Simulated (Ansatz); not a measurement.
Planning a GW calculation on CdS (Greenockite).

It takes space group P6_3mc (No. 186, hexagonal). Conventional cell: a = 4.137 Å, b = 4.137 Å, c = 6.714 Å, α = 90.00°, β = 90.00°, γ = 120.00°. Nearest to Cd lie 4 S at 2.52 to 2.53 Å. S has 4 Cd at 2.52 to 2.53 Å nearest. Farther neighbours and most contacts between anions are not listed.

```xyz
4
Lattice="4.1370 0.0000 0.0000 -2.0685 3.5827 0.0000 0.0000 0.0000 6.7144" Properties=species:S:1:pos:R:3 pbc="T T T"
Cd    2.0685    1.1942    0.0000
Cd    0.0000    2.3885    3.3572
S     2.0685    1.1942    2.5179
S     0.0000    2.3885    5.8751
```

The cell and positions come from the Crystallography Open Database and are kept as given unless a step says otherwise.

Runs so far (Ansatz 0.2.0, start PBE, PAW set soft_1 files, 6×6×2 mesh). Times are wall times on 1 × NVIDIA H100 80GB HBM3 (shared by 6 runs) with 3 threads of AMD EPYC 7R13 (Zen 3), shared host, good to a factor of about two.

| bands summed | cutoff (eV) | gap on the mesh (eV) | time |
| --- | --- | --- | --- |
| 105 | 50 | 1.914 | 18 s |
| 251 | 100 | 1.967 | 20 s |
| 441 | 150 | 2.006 | 24 s |
| 763 | 220 | 2.032 | 61 s |

Q: What should the next rung give, with 1200 bands and screening to 300 eV, and where is the limit?

The error falls about as one over the bands when the cutoff rises with them. A line through the two highest rungs given predicts 2.045 eV; the run gave 2.052 eV, a miss of 0.007 eV, so the law fails here: the steps don't follow it yet. The two highest rungs put the limit near 2.087 eV, the pair below near 2.068 eV; neither can be trusted until a further rung is run.

Gaps are over the mesh's points; an edge off the mesh would be missed. Limits: not at the basis limit; no spin-orbit coupling; coarse k mesh.

[Paths, hosts, dates, memory and timing lines, banners, echoed tables and standing remarks are left out of the program output.]

[Logs are printed without paths, hosts, clocks, repeated set-up lines and the standing remarks that a program may print on its own settings, such as how far it seeks lower states.]

[Runs of the session that timed out or met a known fault of the program may be left out.]

[Cells called generated may have been cut or substituted from an entry of the Crystallography Open Database or the Materials Project.]

[Hosts, paths, dates, database ids (printed as entryN), source tags and the programs' standing remarks are cut or masked in the printed files.]
